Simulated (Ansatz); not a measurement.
# How many bands does the GW gap of PbO (Massicot) need?

How do accuracy and time trade against each other in G0W0 on PbO (Massicot)?

Program: Ansatz 0.2.0. Level of theory: G0W0 on r2SCAN, plane waves, PAW; PAW set soft_1. Results are calculated unless marked as measured.

### 1. The starting structure

Symmetry: Pbcm, No. 57, orthorhombic system. Conventional cell: a = 5.893 Å, b = 5.490 Å, c = 4.753 Å, α = 90.00°, β = 90.00°, γ = 90.00°. Nearest to Pb lie 4 O at 2.22 to 2.48 Å. Nearest to O lie 4 Pb at 2.22 to 2.48 Å. Farther neighbours and most contacts between anions are not listed.

The cell and positions come from the Crystallography Open Database and are kept as given unless a step says otherwise. Spin-orbit coupling is left out unless a step names it.

### 2. 162 empty bands, screening to 60 eV

Now the one-shot GW correction: screening in the RPA, then the self-energy of the levels asked for. This step takes PAW set soft_1 files.

Input file input.yaml:

```yaml
crystal:
  lattice:
    - [5.8931, 0.0, 0.0]
    - [0.0, 5.4904, 0.0]
    - [0.0, 0.0, 4.7528]
  atoms:
    - { symbol: Pb, position: [0.2297, 0.9884, 0.25] }
    - { symbol: Pb, position: [0.7703, 0.0116, 0.75] }
    - { symbol: Pb, position: [0.2297, 0.5116, 0.75] }
    - { symbol: Pb, position: [0.7703, 0.4884, 0.25] }
    - { symbol: O, position: [0.8653, 0.0917, 0.25] }
    - { symbol: O, position: [0.1347, 0.9083, 0.75] }
    - { symbol: O, position: [0.8653, 0.4083, 0.75] }
    - { symbol: O, position: [0.1347, 0.5917, 0.25] }
kpoints:
  mp_grid: { grid: [4, 4, 4] }
hamiltonian:
  xc: r2scan
  pseudopotentials: { kind: paw, azcp: { folder: soft_1 } }
scf:
  occupations: { method: fixed }
gw:
  n_empty_bands: 162
  ecut_chi: 60
  qp_bands: [v2, c2]
  qp_kpoints: band_edges
  screening: { model: contour_deformation }
```

Started as:

```bash
ansatz run input.yaml --threads 2 --pin off --max-ram 92160MiB --backend cuda --events-out ev --progress --plain --runs-dir out --devices 1 --max-vram 13GiB
```

Numbers of over 12 decimals in the logs are rounded to 6 here.

Log:

```text
GPUs: using 1 of 1 available (devices: 1).
Engine: ansatz 0.2.0, x86_64-unknown-linux-gnu
Pseudopotentials: kind: paw
Pseudopotential: Pb, paw, valence charge 14, recommended cutoff 500 eV (meta_gga), soft_1/Pb.paw.azcp
Pseudopotential: O, paw, valence charge 6, recommended cutoff 500 eV (meta_gga), soft_1/O.paw.azcp
Functional definition: r2SCAN
  parameter k0 = 0.174
  parameter k1 = 0.065
  parameter a1 = 4.9479
  exchange = r2scan_x(k0 = k0, k1 = k1, a1 = a1)
  correlation = r2scan_c
device memory: the entry about to start is reckoned to put 3.1 GiB on a device that reports 58.5 GiB free (of which the cap on the GPU budget leaves the run 13.0 GiB)
GPU FFT provider: cuFFT
GPU libraries: cuBLAS 13.8.2, cuFFT 12.4.0, cuSOLVER 12.3.4
Crystal: 8 atoms, lattice volume = 153.779 Å³
Basis set: ecut = 500 eV, 3869 PW (Γ), exchange–correlation on 180×180×144 points (64 copies of the dense FFT grid, shifted against one another)
Bands: 48, of which v1, the nominal top of the filled ones, is band 40 counted from 1 (39 counted from 0)
Symmetry: 8 space group operations
Space group: Pbcm (ITA 57), of the structure as read, at distance tolerance 5.4e-5 Å
k-points: 27 of 64
Non-local potential: Pb, projectors of the file, l = 0: 2, l = 1: 2, l = 2: 2, l = 3: 1
Non-local potential: O, projectors of the file, l = 0: 2, l = 1: 2, l = 2: 1
PAW form: soft (Blöchl's): semilocal exchange-correlation on the pseudo side does not see the compensation charge
PAW frozen core: Pb, regenerated for the run's functional (the file was generated under x = pbe(κ = 0.804, μ = 0.219515), c = pbe(β = 0.066725))
PAW frozen core: O, regenerated for the run's functional (the file was generated under x = pbe(κ = 0.804, μ = 0.219515), c = pbe(β = 0.066725))
PAW one-centre angular grid: Pb, 590 points (default); XC on 160 Gauss nodes
PAW one-centre angular grid: O, 302 points (default); XC on 160 Gauss nodes
Initial density: superposition of atomic densities (chi_scale 0.1, normalization cell, long waves kept (reshape's long-wave potential 0.22 eV rms))
Initial wavefunctions: pseudopotential atomic-orbital guess
GPU buffer pool allocated for 72900 grid points (all kernels)
GPU transforms: local potential and band sums: pruned to the plane-wave sphere, on 45×45×36
Functional: x = r2scan, c = r2scan; τ floored in thin density (d = 2e-4 eV/Å³)
SCF iter   1: F=—  HF=-49965.755292 eV  |F-HF|=—  |Δ(HF+E_count)|=         —  Δρ=5.00e-2  dr2=4.33e0  dr2_τ=4.10e-1  ethr=3.10e-3  ⟨swp⟩=4.9  Hψ=4702  notcnv=0  defer=148
preconditioner: auto → Resta (q_TF=auto, 2.447 Å⁻¹)  ε∞=3.6  [insulator: Δε(μ)=3.061 eV  Ē_g=16.486 eV  n_scr=34 (ndim 8)  ℏωp=26.8 eV  f_vac=0.000  ε∞_Penn≈3.6]
SCF iter   2: F=—  HF=-49965.322742 eV  |F-HF|=—  |Δ(HF+E_count)|=   4.33e-1  Δρ=2.80e-2  dr2=7.84e-1  dr2_τ=1.16e-1  ethr=3.10e-3  ⟨swp⟩=2.0  Hψ=2693  notcnv=0  defer=130
SCF iter   3: F=—  HF=-49965.415588 eV  |F-HF|=—  |Δ(HF+E_count)|=   9.28e-2  Δρ=1.17e-2  dr2=2.40e-1  dr2_τ=1.64e-2  ethr=9.80e-4  ⟨swp⟩=3.0  Hψ=2248  notcnv=0  defer=151
SCF iter   4: F=—  HF=-49965.432830 eV  |F-HF|=—  |Δ(HF+E_count)|=   1.72e-2  Δρ=3.22e-3  dr2=1.04e-2  dr2_τ=9.02e-4  ethr=3.00e-4  ⟨swp⟩=2.9  Hψ=2545  notcnv=0  defer=156
SCF iter   5: F=—  HF=-49965.438933 eV  |F-HF|=—  |Δ(HF+E_count)|=   6.10e-3  Δρ=5.64e-4  dr2=3.62e-4  dr2_τ=1.91e-5  ethr=1.30e-5  ⟨swp⟩=3.1  Hψ=1831  notcnv=0  defer=156
SCF iter   6: F=—  HF=-49965.439212 eV  |F-HF|=—  |Δ(HF+E_count)|=   2.79e-4  Δρ=9.92e-5  dr2=1.51e-5  dr2_τ=1.68e-6  ethr=4.52e-7  ⟨swp⟩=2.1  Hψ=2028  notcnv=0  defer=156
SCF iter   7: F=—  HF=-49965.439219 eV  |F-HF|=—  |Δ(HF+E_count)|=   6.87e-6  Δρ=3.42e-5  dr2=1.12e-6  dr2_τ=1.03e-7  ethr=1.89e-8  ⟨swp⟩=2.0  Hψ=2160  notcnv=0  defer=150
SCF iter   8: F=-49965.439220 eV  HF=-49965.439220 eV  |F-HF|=2.04e-8  |Δ(HF+E_count)|=   1.26e-6  Δρ=7.08e-6  dr2=9.53e-8  dr2_τ=6.06e-9  ethr=1.25e-10  ⟨swp⟩=13.4  Hψ=7051  notcnv=0
SCF 1 converged in 8 iterations: F = -49965.439220 eV  dr2 = 9.53e-8
  greatest PAW one-centre occupation: 0.982 electrons in one spin orbital (limit 2), on the Pb atom at site 0 (counted from 0), in its partial waves of l = 2
device memory: the entry about to start is reckoned to put 3.0 GiB (of the 3.3 GiB reckoned in all, the device holds 0.3 GiB already) on a device that reports 58.0 GiB free (of which the cap on the GPU budget leaves the run 12.7 GiB)
NSCF: frozen V_eff on 27 k-points, pencils in batches of 32, up to order 192
the band table was solved once the SCF had ended and its energy, with any forces and stress, was formed, with the checks that follow a solve (5091 applications of the Hamiltonian). They found nothing against the state; the energy, forces and stress were not computed again (output.eigenvalues in the input reference)
device memory: the entry about to start is reckoned to put 2.2 GiB on a device that reports 56.4 GiB free (of which the cap on the GPU budget leaves the run 13.0 GiB)
NSCF: frozen V_eff on 27 k-points
G₀W₀ screening: q 1/27
[... further progress lines ...]
SCF converged after 8 iterations
Free energy (F): -49965.439220 eV
Harris-Foulkes:  -49965.439220 eV  (|F-HF|=2.04e-8)
Internal energy: -49965.439220 eV  (E = F + TS)
E sigma→0 (E₀):  -49965.439220 eV
Fermi energy:    8.162667 eV
--- Per-component energies (eV) ---
  E_band       = -218.841414
  E_kinetic    = 1849.615671
  E_local      = -5967.423667  (includes V_loc(G=0)·N_el)
  E_nonlocal   = 1435.750663
  E_hartree    = 2348.445940
  E_xc         = -1058.815289
  E_vxc        = -1014.486759  (∫ρ·V_xc dr)
  E_paw        = -42341.208177  (= ΣΔE_a)
  E_vpaw       = -1288.589943  (= ΣTr[D̂ρ^β])
  E_aug_tail   = 0.000994  (compensation charges beyond the density's cutoff)
  E_vtau       = 69.400988  (kinetic-family band-sum trace: ∫τ·v_τ [+ j·A + Jᵃ·Aᵃ] dr)
  E_ewald      = -6235.538797
  E_core_change = 3.733443  (= ΣΔE_core)
  E_smearing   = -0.000000  (= −TS)
  E_closure    = -0.000000  (closes the sum)
  Σ components = -49965.439220   (vs F -49965.439220, Δ=0.00e0)
--- Band table (eV; the first three rows and the last of 27) ---
  k-point 0: bands = [... 36 lower, 6.8531, 6.8899, 7.7820, 8.1627, 11.9475, 12.5355, 13.1832, 14.0109, ... 4 higher]
  k-point 1: bands = [... 36 lower, 6.8995, 7.3706, 7.5480, 8.1473, 12.1105, 12.9518, 13.0039, 13.7033, ... 4 higher]
  k-point 2: bands = [... 36 lower, 7.3004, 7.3004, 7.8921, 7.8921, 12.7651, 12.7651, 13.5771, 13.5771, ... 4 higher]
  k-point 26: bands = [... 36 lower, 7.6182, 7.6182, 7.6182, 7.6182, 11.0732, 11.0732, 11.0732, 11.0732, ... 4 higher]
--- G₀W₀: contour deformation, 6 samples at zero and on the imaginary axis and 1 off it, 64 q-points, 162 empty bands' worth ---
  eigenvalues of the whole cell's RPA ε∞ on this k-mesh (on a slab, of 1 + 4πα/V) = 5.3431, 5.5490, 5.8426; static W/v taken at q = 0 is 0.178373
  bands read: the sum over 202 bands ends inside a degenerate multiplet in 3 slots, whose members it reads at an even weight; the widest, k=8: bands 201 to 204 (counted from 1) at 2/4 each
  gw.qp_kpoints: band_edges: 24 of 27 stored k-points solved, in 1 pass; an edge of the gap read off the rows below is read off those points alone
    valence top: of the k-points left out ik 24 came nearest to being solved in a further pass, in band 39 (counted from 1, as in the quasiparticle table): it holds the edge there only if its correction is more favourable than any solved in that band by at least 0.395 eV; those differ by 0.244 eV
    conduction bottom: of the k-points left out ik 17 came nearest to being solved in a further pass, in band 42 (counted from 1, as in the quasiparticle table): it holds the edge there only if its correction is more favourable than any solved in that band by at least 0.559 eV; those differ by 0.349 eV
    ik  band        ε_KS         Σx   Σc(E_QP)       V_xc       Z   E_QP_lin       E_QP  E_QP is
     0    39      7.7820   -22.7222     3.7250   -19.1086  0.7485     7.8932     7.8935  root
     0    40      8.1627   -22.8814     3.3350   -19.7383  0.7570     8.3541     8.3547  root
     0    41     11.9475    -9.8646    -3.0261   -13.5047  0.7983    12.5664    12.5614  root
     0    42     12.5355   -11.7350    -2.9885   -15.5252  0.7933    13.3461    13.3372  root
     1    39      7.5480   -25.7058     4.7466   -21.2622  0.7298     7.8493     7.8510  root
     1    40      8.1473   -22.7318     3.2884   -19.6070  0.7590     8.3106     8.3110  root
     1    41     12.1105    -9.3368    -3.1436   -13.0615  0.7999    12.6962    12.6916  root
     1    42     12.9518   -11.3657    -3.2022   -15.3823  0.7895    13.7769    13.7662  root
     2    39      7.8921   -22.7277     3.4351   -19.4338  0.7571     8.0330     8.0333  root
     2    40      7.8921   -22.7277     3.4351   -19.4338  0.7571     8.0330     8.0333  root
     2    41     12.7651    -8.5149    -3.3708   -12.4298  0.7985    13.3138    13.3091  root
     2    42     12.7651    -8.5149    -3.3708   -12.4298  0.7985    13.3138    13.3091  root
     3    39      7.9575   -23.1200     3.7061   -19.5756  0.7505     8.1188     8.1192  root
     3    40      8.0979   -22.6834     3.2514   -19.6042  0.7591     8.2697     8.2701  root
     3    41     12.2941   -10.0401    -3.1507   -13.8698  0.7970    12.9797    12.9730  root
     3    42     12.7928   -11.3343    -3.1711   -15.2977  0.7948    13.5943    13.5850  root
     4    39      7.5925   -22.7056     3.7309   -19.0693  0.7491     7.6871     7.6873  root
     4    40      8.0355   -22.3523     3.1973   -19.2818  0.7611     8.1621     8.1624  root
     4    41     12.1798   -10.0447    -3.1137   -13.8200  0.7990    12.8474    12.8414  root
     4    42     12.5610    -9.7010    -3.2456   -13.5776  0.8040    13.1975    13.1920  root
     5    39      7.6942   -22.7986     3.5971   -19.3296  0.7532     7.8220     7.8223  root
     5    40      7.6942   -22.7986     3.5971   -19.3296  0.7532     7.8220     7.8223  root
     5    41     12.2168   -10.1588    -3.0573   -13.8732  0.7993    12.8798    12.8740  root
     5    42     12.2168   -10.1588    -3.0573   -13.8732  0.7993    12.8798    12.8740  root
[...]
25    39      7.7390   -22.6061     3.3319   -19.4353  0.7581     7.8997     7.9001  root
    25    40      7.7390   -22.6061     3.3319   -19.4353  0.7581     7.8997     7.9001  root
    25    41     10.9674    -9.0875    -2.8844   -12.4371  0.8151    11.4349    11.4327  root
    25    42     10.9674    -9.0875    -2.8844   -12.4371  0.8151    11.4349    11.4327  root
    26    39      7.6182   -21.5523     3.3048   -18.3067  0.7578     7.6773     7.6774  root
    26    40      7.6182   -21.5523     3.3048   -18.3067  0.7578     7.6773     7.6774  root
    26    41     11.0732   -10.8838    -2.6947   -14.1894  0.8075    11.6880    11.6842  root
    26    42     11.0732   -10.8838    -2.6947   -14.1894  0.8075    11.6880    11.6842  root
```

Wall time 54 s (1 × NVIDIA H100 80GB HBM3 (shared by 6 runs) with 2 threads of AMD EPYC 7R13 (Zen 3), shared host); peak memory 1.8 GiB; 76 s of CPU time.

This step gave:

| Quantity | Value |
| --- | --- |
| bands summed | 202 |
| RPA ε∞ on this mesh (eigenvalues) | 5.343, 5.549, 5.843 |
| plane waves in the screening matrix | 159 |
| q-points in the mesh | 64 |
| G0W0 gap on the mesh | 3.078 eV |
| k of the valence top | 0, 0, 0 |
| k of the conduction bottom | -0.5, -0.5, 0.25 |
| starting gap on the mesh | 2.805 eV |
| Z at the valence top | 0.7570 |
| Z at the conduction bottom | 0.8151 |
| least direct G0W0 gap on the computed points | 3.515 eV |

The gap on the mesh goes from 2.80 eV to 3.08 eV, a correction of +0.27 eV. Between the two edge states, bare exchange in place of the xc potential would open the gap by 6.49 eV, and correlation takes back 6.22 eV.

### 3. 459 empty bands, screening to 120 eV

Bands and screening cutoff are moved together, since each hides the error of the other.

Changes to input.yaml since step 2:

```diff
@@ -22,4 +22,4 @@
 gw:
-  n_empty_bands: 162
-  ecut_chi: 60
+  n_empty_bands: 459
+  ecut_chi: 120
   qp_bands: [v2, c2]
```

Log:

```text
GPUs: using 1 of 1 available (devices: 1).
[...]
GPU FFT provider: cuFFT
GPU libraries: cuBLAS 13.8.2, cuFFT 12.4.0, cuSOLVER 12.3.4
Crystal: 8 atoms, lattice volume = 153.779 Å³
Basis set: ecut = 500 eV, 3869 PW (Γ), exchange–correlation on 180×180×144 points (64 copies of the dense FFT grid, shifted against one another)
Bands: 48, of which v1, the nominal top of the filled ones, is band 40 counted from 1 (39 counted from 0)
Symmetry: 8 space group operations
[...]
k-points: 27 of 64
[...]
GPU buffer pool allocated for 72900 grid points (all kernels)
[...]
SCF iter   1: F=—  HF=-49965.755292 eV  |F-HF|=—  |Δ(HF+E_count)|=         —  Δρ=5.00e-2  dr2=4.33e0  dr2_τ=4.10e-1  ethr=3.10e-3  ⟨swp⟩=4.9  Hψ=4702  notcnv=0  defer=148
[...]
SCF iter   8: F=-49965.439220 eV  HF=-49965.439220 eV  |F-HF|=2.04e-8  |Δ(HF+E_count)|=   1.26e-6  Δρ=7.08e-6  dr2=9.53e-8  dr2_τ=6.06e-9  ethr=1.25e-10  ⟨swp⟩=13.4  Hψ=7051  notcnv=0
SCF 1 converged in 8 iterations: F = -49965.439220 eV  dr2 = 9.53e-8
[...]
NSCF: frozen V_eff on 27 k-points, pencils in batches of 32, up to order 192
[...]
NSCF: frozen V_eff on 27 k-points
G₀W₀ screening: q 1/27
[... further progress lines ...]
SCF converged after 8 iterations
Free energy (F): -49965.439220 eV
[...]
Internal energy: -49965.439220 eV  (E = F + TS)
E sigma→0 (E₀):  -49965.439220 eV
Fermi energy:    8.162667 eV
[...]
--- Band table (eV; the first three rows and the last of 27) ---
  k-point 0: bands = [... 36 lower, 6.8531, 6.8899, 7.7820, 8.1627, 11.9475, 12.5355, 13.1832, 14.0109, ... 4 higher]
  k-point 1: bands = [... 36 lower, 6.8995, 7.3706, 7.5480, 8.1473, 12.1105, 12.9518, 13.0039, 13.7033, ... 4 higher]
  k-point 2: bands = [... 36 lower, 7.3004, 7.3004, 7.8921, 7.8921, 12.7651, 12.7651, 13.5771, 13.5771, ... 4 higher]
  k-point 26: bands = [... 36 lower, 7.6182, 7.6182, 7.6182, 7.6182, 11.0732, 11.0732, 11.0732, 11.0732, ... 4 higher]
[...]
0    39      7.7820   -22.7222     3.4447   -19.1086  0.7429     7.6126     7.6131  root
     0    40      8.1627   -22.8814     3.0275   -19.7383  0.7512     8.0470     8.0472  root
     0    41     11.9475    -9.8646    -3.2645   -13.5047  0.7956    12.3248    12.3231  root
     0    42     12.5355   -11.7350    -3.2534   -15.5252  0.7891    13.0761    13.0724  root
     1    39      7.5480   -25.7058     4.4642   -21.2622  0.7234     7.5686     7.5686  root
     1    40      8.1473   -22.7318     2.9800   -19.6070  0.7535     8.0022     8.0025  root
     1    41     12.1105    -9.3368    -3.3774   -13.0615  0.7975    12.4593    12.4578  root
     1    42     12.9518   -11.3657    -3.4683   -15.3823  0.7855    13.5046    13.5001  root
[...]
26    39      7.6182   -21.5523     3.0219   -18.3067  0.7531     7.3936     7.3944  root
    26    40      7.6182   -21.5523     3.0219   -18.3067  0.7531     7.3936     7.3944  root
    26    41     11.0732   -10.8838    -2.9311   -14.1894  0.8042    11.4491    11.4478  root
    26    42     11.0732   -10.8838    -2.9311   -14.1894  0.8042    11.4491    11.4478  root
```

Wall time 97 s (1 × NVIDIA H100 80GB HBM3 (shared by 6 runs) with 2 threads); peak memory 3 GiB.

This step gave:

```yaml
bands_summed: 499
rpa_eps_infinity_on_this_mesh_eigenvalues: 5.303, 5.501, 5.765
plane_waves_in_the_screening_matrix: 463
q_points_in_the_mesh: 64
g0w0_gap_on_the_mesh: 3.178 eV
k_of_the_valence_top: 0, 0, 0
k_of_the_conduction_bottom: -0.5, -0.5, 0.25
starting_gap_on_the_mesh: 2.805 eV
z_at_the_valence_top: 0.7512
z_at_the_conduction_bottom: 0.8127
least_direct_g0w0_gap_on_the_computed_points: 3.562 eV
```

Against the run with 4×4×4 mesh, 162 empty bands, screening to 60 eV, PAW set soft_1 files, the gap moves by +0.10 eV.

### 4. 987 empty bands, screening to 200 eV

Changes to input.yaml since step 3:

```diff
@@ -22,4 +22,4 @@
 gw:
-  n_empty_bands: 459
-  ecut_chi: 120
+  n_empty_bands: 987
+  ecut_chi: 200.0
   qp_bands: [v2, c2]
```

Log:

```text
GPUs: using 1 of 1 available (devices: 1).
[...]
GPU FFT provider: cuFFT
GPU libraries: cuBLAS 13.8.2, cuFFT 12.4.0, cuSOLVER 12.3.4
Crystal: 8 atoms, lattice volume = 153.779 Å³
Basis set: ecut = 500 eV, 3869 PW (Γ), exchange–correlation on 180×180×144 points (64 copies of the dense FFT grid, shifted against one another)
Bands: 48, of which v1, the nominal top of the filled ones, is band 40 counted from 1 (39 counted from 0)
[...]
1    42     12.9518   -11.3657    -3.6291   -15.3823  0.7839    13.3414    13.3393  root
[...]
26    39      7.6182   -21.5523     2.8080   -18.3067  0.7505     7.1773     7.1805  root
    26    40      7.6182   -21.5523     2.8080   -18.3067  0.7505     7.1773     7.1805  root
    26    41     11.0732   -10.8838    -3.0744   -14.1894  0.8029    11.3050    11.3045  root
    26    42     11.0732   -10.8838    -3.0744   -14.1894  0.8029    11.3050    11.3045  root
[key lines of the parts left out:]
SCF converged after 8 iterations
Free energy (F): -49965.439220 eV
Fermi energy:    8.162667 eV
```

Wall time 4.2 min (1 × NVIDIA H100 80GB HBM3 (shared by 6 runs) with 2 threads); peak memory 6.5 GiB.

This step gave:

| Property | Result |
| --- | --- |
| bands summed | 1027 |
| RPA ε∞ on this mesh (eigenvalues) | 5.274, 5.465, 5.728 |
| plane waves in the screening matrix | 983 |
| G0W0 gap on the mesh | 3.326 eV |
| k of the valence top | 0, 0, 0 |
| k of the conduction bottom | -0.5, -0.5, 0.25 |
| starting gap on the mesh | 2.805 eV |
| least direct G0W0 gap on the computed points | 3.655 eV |

Against the run with 4×4×4 mesh, 459 empty bands, screening to 120 eV, PAW set soft_1 files, the gap moves by +0.15 eV.

(Part 1 of 2 ends here.)

[Paths, hosts, dates, memory and timing lines, banners, echoed tables and standing remarks are left out of the program output.]

[Logs are printed without paths, hosts, clocks, repeated set-up lines and the standing remarks that a program may print on its own settings, such as how far it seeks lower states.]

[Runs of the session that timed out or met a known fault of the program may be left out.]

[Cells called generated may have been cut or substituted from an entry of the Crystallography Open Database or the Materials Project.]

[Hosts, paths, dates, database ids (printed as entryN), source tags and the programs' standing remarks are cut or masked in the printed files.]
